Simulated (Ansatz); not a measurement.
In doubt: masses and optical values from hybrid runs of this build are listed as unsure (in some of the runs), which bears on the screening that GW takes from such a start.

System: MoSeTe/WSe2 (van der Waals superlattice) (P3m1).

The structure was built from a prototype and need not be the compound's stable phase.

```cif
data_structure
_symmetry_space_group_name_H-M 'P 1'
_symmetry_Int_Tables_number 1
_cell_length_a 3.2787
_cell_length_b 3.2787
_cell_length_c 12.6439
_cell_angle_alpha 90.000
_cell_angle_beta 90.000
_cell_angle_gamma 120.000
_cell_volume 117.71
loop_
_atom_site_label
_atom_site_type_symbol
_atom_site_fract_x
_atom_site_fract_y
_atom_site_fract_z
_atom_site_occupancy
Mo1 Mo 0.33333 0.66667 0.26386 1
Se2 Se 0.66667 0.33333 0.39314 1
Te3 Te 0.66667 0.33333 0.11401 1
W4 W 0.66667 0.33333 0.74837 1
Se5 Se 0.33333 0.66667 0.87983 1
Se6 Se 0.33333 0.66667 0.61668 1
```

The structure was relaxed with PBEsol-D3(BJ). The runs that relaxed it are not among those shown. Spin-orbit coupling is left out unless a run names it.

Gaps computed with Ansatz 0.2.0 without a self-energy: HSE06 0.90 eV.

Estimate the G0W0@HSE06 gap with 6×6×2 mesh, 228 empty bands, screening to 90 eV, PAW set soft_1 files.

About 0.86 eV: on its mesh the run moves the gap from 0.98 eV by −0.04 eV, and the mesh misses the edges by 0.08 eV. Bands and cutoff are finite, so the gap is not at the basis limit. The miss can reach some tenths of an eV and take either sign; the mesh is an error of its own. The 6×6×2 mesh is coarse for this cell (its supercell is 20 Å along the shortest edge). The RPA ε∞ on it, from the HSE06 start, is 8.51 and 14.02; such meshes misread the long-range screening, most where the gap is narrow. The many-body steps are scalar-relativistic: spin-orbit coupling is not in them.

[Paths, hosts, dates, memory and timing lines, banners, echoed tables and standing remarks are left out of the program output.]

[Logs are printed without paths, hosts, clocks, repeated set-up lines and the standing remarks that a program may print on its own settings, such as how far it seeks lower states.]

[Runs of the session that timed out or met a known fault of the program may be left out.]

[Cells called generated may have been cut or substituted from an entry of the Crystallography Open Database or the Materials Project.]

[Hosts, paths, dates, database ids (printed as entryN), source tags and the programs' standing remarks are cut or masked in the printed files.]
